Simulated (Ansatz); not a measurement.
## Cd2C (model cell, started as antifluorite): phonons and vibrational spectra

Wanted: vibrations and spectra of Cd2C (model cell, started as antifluorite); the cell is already relaxed. After the zone centre comes a 4×4×4 q mesh on a 12×12×12 k mesh.

Program: Ansatz 0.2.0. Level of theory: DFT PBEsol, scalar-relativistic, plane waves, PAW. Results are calculated unless marked as measured.

The structure was built from a prototype and need not be the compound's stable phase.

## (1) The structure

It takes space group Fm-3m (No. 225, cubic). Conventional cell: a = 5.777 Å, b = 5.777 Å, c = 5.777 Å, α = 90.00°, β = 90.00°, γ = 90.00°. Nearest to C lie 8 Cd at 2.50 Å. Nearest to Cd lie 4 C at 2.50 Å. Farther neighbours are not listed.

## (2) Zone-centre response

The cell comes from relaxations at this level that are not shown. The zone centre comes first: it holds the modes that light can see, as far as symmetry allows. No field response is asked, since the mesh shows no gap.

Input file input.yaml:

```yaml
crystal:
  lattice:
    - [0.0, 2.8883649712, 2.8883649712]
    - [2.8883649712, 0.0, 2.8883649712]
    - [2.8883649712, 2.8883649712, 0.0]
  atoms:
    - { symbol: C, position: [0.0, 0.0, 0.0] }
    - { symbol: Cd, position: [0.25, 0.25, 0.25] }
    - { symbol: Cd, position: [0.75, 0.75, 0.75] }
kpoints:
  mp_grid: { grid: [12, 12, 12] }
hamiltonian:
  xc: pbesol
scf:
  occupations: { method: methfessel_paxton, width: 0.2 }
output:
  eigenvalues: true
phonons:
  method: dfpt
```

Run with:

```sh
> ansatz run input.yaml --threads 4 --pin off --max-ram 7168MiB --backend cpu --events-out ev --progress --plain --runs-dir out
```

Numbers of over 12 decimals in the logs are rounded to 6 here.

The program printed:

```text
zone centre: on kpoints.mp_grid the ground state, and the responses unless they are solved on pairs of k-points, stand on 163 of the mesh's 1728 k-points, reduced under 8 symmetry operations, with k and −k counted as one. Each operation leaves every solved displacement unchanged or reverses it
Engine: ansatz 0.2.0, x86_64-unknown-linux-gnu
Pseudopotentials: kind: paw
Pseudopotential: C, paw, valence charge 4, recommended cutoff 420 eV (normal), C.paw.azcp
Pseudopotential: Cd, paw, valence charge 20, recommended cutoff 420 eV (normal), Cd.paw.azcp
Functional definition: PBEsol
  exchange = pbesol_x
  correlation = pbesol_c
Crystal: 3 atoms, lattice volume = 48.193 Å³
Basis set: ecut = 420 eV, 941 PW (Γ), exchange–correlation on 60×60×60 points (8 copies of the dense FFT grid, shifted against one another)
Bands: 27, of which v1, the nominal top of the filled ones, is band 22 counted from 1 (21 counted from 0)
Symmetry: 48 space group operations
k-points: 163 of 1728 (irreducible under 8 space group operations, time reversal used)
Non-local potential: C, projectors of the file, l = 0: 2, l = 1: 2, l = 2: 1
Non-local potential: Cd, projectors of the file, l = 0: 3, l = 1: 2, l = 2: 2, l = 3: 1
PAW form: soft (Blöchl's): semilocal exchange-correlation on the pseudo side does not see the compensation charge
PAW frozen core: C, regenerated for the run's functional, and the local potential with it (the file was generated under x = pbe(κ = 0.804, μ = 0.219515), c = pbe(β = 0.066725))
PAW frozen core: Cd, regenerated for the run's functional, and the local potential with it (the file was generated under x = pbe(κ = 0.804, μ = 0.219515), c = pbe(β = 0.066725))
PAW one-centre angular grid: C, 110 points (default); XC on 64 Gauss nodes
PAW one-centre angular grid: Cd, 590 points (default); XC on 64 Gauss nodes
Initial density: superposition of atomic densities (neutral atoms: chi_scale 0, normalization atom), corrected by the library's trained network
Initial wavefunctions: pseudopotential atomic-orbital guess
Functional: x = pbesol(κ = 0.804, μ = 0.123457), c = pbesol(β = 0.046)
SCF iter   1: F=—  HF=-16611.512661 eV  |F-HF|=—  |Δ(HF+E_count)|=         —  Δρ=9.39e-3  dr2=5.36e-2  ethr=1.77e-3  ⟨swp⟩=4.2  Hψ=15541  notcnv=0
preconditioner: auto → Kerker (q_TF=auto, 2.687 Å⁻¹)  [metal: Δε(μ)=0.104 eV  Ē_g=12.242 eV  σ=0.200 eV  W_gap=0.40  n_scr=14 (ndim 8)  ℏωp=28.3 eV  f_vac=0.032  D(μ)=0.29/eV (n_scr^D=0)]
SCF iter   2: F=—  HF=-16611.500376 eV  |F-HF|=—  |Δ(HF+E_count)|=   1.23e-2  S|Δr|=    0.00e0  Δρ=3.16e-3  dr2=6.83e-3  ethr=1.22e-4  ⟨swp⟩=1.1  Hψ=5728  notcnv=0
SCF iter   3: F=—  HF=-16611.498770 eV  |F-HF|=—  |Δ(HF+E_count)|=   1.61e-3  S|Δr|=    0.00e0  Δρ=7.28e-4  dr2=2.26e-4  ethr=1.55e-5  ⟨swp⟩=2.1  Hψ=6027  notcnv=0
SCF iter   4: F=—  HF=-16611.498753 eV  |F-HF|=—  |Δ(HF+E_count)|=   1.69e-5  S|Δr|=    0.00e0  Δρ=2.13e-4  dr2=3.85e-5  ethr=5.14e-7  ⟨swp⟩=2.5  Hψ=6358  notcnv=0
SCF iter   5: F=—  HF=-16611.498741 eV  |F-HF|=—  |Δ(HF+E_count)|=   1.17e-5  S|Δr|=    0.00e0  Δρ=9.54e-5  dr2=7.03e-6  ethr=8.76e-8  ⟨swp⟩=2.4  Hψ=5683  notcnv=0
SCF iter   6: F=—  HF=-16611.498759 eV  |F-HF|=—  |Δ(HF+E_count)|=   1.76e-5  S|Δr|=    0.00e0  Δρ=3.33e-5  dr2=7.17e-7  ethr=1.60e-8  ⟨swp⟩=2.6  Hψ=6046  notcnv=0
SCF iter   7: F=—  HF=-16611.498759 eV  |F-HF|=—  |Δ(HF+E_count)|=   4.37e-8  S|Δr|=    0.00e0  Δρ=5.87e-6  dr2=9.83e-9  ethr=1.63e-9  ⟨swp⟩=2.0  Hψ=6222  notcnv=0
SCF iter   8: F=—  HF=-16611.498759 eV  |F-HF|=—  |Δ(HF+E_count)|=   1.20e-8  S|Δr|=    0.00e0  Δρ=1.08e-6  dr2=3.37e-10  ethr=2.23e-11  ⟨swp⟩=2.0  Hψ=6392  notcnv=0
SCF iter   9: F=—  HF=-16611.498759 eV  |F-HF|=—  |Δ(HF+E_count)|=  3.27e-10  S|Δr|=    0.00e0  Δρ=2.09e-7  dr2=1.51e-11  ethr=1.00e-12  ⟨swp⟩=2.0  Hψ=6470  notcnv=0
SCF iter  10: F=-16611.498759 eV  HF=-16611.498759 eV  |F-HF|=0.00e0  |Δ(HF+E_count)|=  3.64e-12  S|Δr|=    0.00e0  Δρ=2.49e-8  dr2=1.92e-13  ethr=1.00e-12  ⟨swp⟩=7.4  Hψ=17116  notcnv=0
SCF 1 converged in 10 iterations: F = -16611.498759 eV  dr2 = 1.92e-13
  greatest PAW one-centre occupation: 1.000 electrons in one spin orbital (limit 2), on the Cd atom at site 2 (counted from 0), in its partial waves of l = 0
DFPT response loops at Γ: preconditioner auto → Kerker (q_TF=auto, 2.687 Å⁻¹) (partly filled bands, converged f_vac=0.031); β = 1.00, the filter's whole step (`scf.mixing.beta` (0.50) is not read by the response loops under this deck's `scf.mixing.preconditioner`; to damp them name `kerker` or `kerker_dos`, under which they read `scf.mixing.beta`, and type it under 1.00, their step now; both keys bind the ground state too); Broyden in place of MSR1
SCF converged after 10 iterations
Stability not checked: this state was not tested for a lower state beside it, because cold or Methfessel-Paxton smearing, or corrected tetrahedra, fill the levels in a way that the test cannot read (fill_not_monotonic; see scf.lower_state_search)
Free energy (F): -16611.498759 eV
Harris-Foulkes:  -16611.498759 eV  (|F-HF|=0.00e0)
Internal energy: -16611.498757 eV  (E = F + TS)
E sigma→0 (E₀):  -16611.498759 eV
Entropy (-TS):   -0.000002 eV (-0.001 meV/atom)
Fermi energy:    14.444580 eV
--- Per-component energies (eV) ---
  E_band       = -757.898559
  E_kinetic    = 1092.098655
  E_local      = -6065.074306  (includes V_loc(G=0)·N_el)
  E_nonlocal   = 99.305116
  E_hartree    = 2849.494780
  E_xc         = -397.978949
  E_vxc        = -500.657051  (∫ρ·V_xc dr)
  E_paw        = -8120.760644  (= ΣΔE_a)
  E_vpaw       = -1082.560551  (= ΣTr[D̂ρ^β])
  E_aug_tail   = 0.000027  (compensation charges beyond the density's cutoff)
  E_ewald      = -6069.288456
  E_core_change = 0.705020  (= ΣΔE_core)
  E_smearing   = -0.000002  (= −TS)
  E_closure    = -0.000000  (closes the sum)
  Σ components = -16611.498759   (vs F -16611.498759, Δ=0.00e0)
--- Band table (eV; the first three rows and the last of 163) ---
  k-point 0: bands = [... 18 lower, 6.7412, 12.6647, 14.6201, 14.6201, 14.6201, 18.3717, 18.3717, 18.3717, ... 1 higher]
  k-point 1: bands = [... 18 lower, 6.6931, 12.4834, 14.5325, 14.5325, 14.5805, 18.0978, 18.5393, 18.5393, ... 1 higher]
  k-point 2: bands = [... 18 lower, 6.5550, 11.8975, 14.3269, 14.3269, 14.4767, 17.8070, 18.9396, 18.9396, ... 1 higher]
  k-point 162: bands = [... 18 lower, 7.1703, 10.3234, 10.3234, 10.7065, 18.0175, 18.4047, 18.6143, 18.6143, ... 1 higher]
--- Phonons (Γ-DFPT): 2 representative perturbations + reference, on 163 of 1728 k-points (Σ response iterations 7) ---
  k mesh reduced under 8 symmetry operations, with k and −k counted as one. Each operation leaves every solved displacement unchanged or reverses it
  ASR residual: 2.282e-5 → 0.000e0 eV/Å²; symmetrization residual: 2.290e-6 eV/Å²
  ASR residual per site (eV/Å²): 2.28e-5 4.47e-6 4.47e-6
  Γ frequencies (cm⁻¹): 0.00 0.00 0.00 143.10 143.10 143.10 170.47 170.47 170.47
  non-analytic LO–TO correction: not included (Born effective charges unavailable; polar crystals: no LO–TO splitting at Γ)
```

It took 11 s on 4 threads of AMD EPYC 9R14 (Zen 4), shared host; peak memory 0.89 GiB.

Reading the cycles: dr2 is the Hartree energy of the density residual (eV), the measure of convergence; HF is the Harris–Foulkes estimate of the energy, which meets the free energy F at convergence.

Numbers from this step:

* volume per atom: 16.06 Å³
* gap on the k-mesh: 0 eV
* sum-rule residual before enforcement: 2.28e-5 eV/Å²
* point group: m-3m
* highest optical mode at the zone centre (no LO-TO term): 170.5 cm⁻¹
* lowest optical zone-centre mode: 143.1 cm⁻¹

Patterns of degenerate modes are one choice out of their space. Modes at Γ, with each element's share of the kinetic energy:

```
mode  frequency (cm⁻¹)  symmetry  C %  Cd %
   1               0.0  acoustic    5    95
   2               0.0  acoustic    5    95
   3               0.0  acoustic    5    95
   4             143.1       T2g    0   100
   5             143.1       T2g    0   100
   6             143.1       T2g    0   100
   7             170.5       T1u   95     5
   8             170.5       T1u   95     5
   9             170.5       T1u   95     5
```

Displacements in mode 4 (143.1 cm⁻¹), the largest set to 1:
```
C1   0.00  0.00  0.00
Cd2  0.00  0.09 -1.00
Cd3  0.00 -0.09  1.00
```

Displacements in mode 9 (170.5 cm⁻¹), the largest set to 1:
```
C1   1.00  0.00  0.00
Cd2 -0.05  0.00  0.00
Cd3 -0.05  0.00  0.00
```

Before it was imposed, the acoustic sum rule was missed by 2.3e-5 eV/Å². Small misses are needed for a sound result but don't prove that mesh and cutoff are converged. The lowest optical mode is real, 143 cm⁻¹.

(Part 1 of 2 ends here.)

[Logs are printed without paths, hosts, clocks, repeated set-up lines and the standing remarks that a program may print on its own settings, such as how far it seeks lower states.]

[Hosts, paths, dates, database ids (printed as entryN), source tags and the programs' standing remarks are cut or masked in the printed files.]
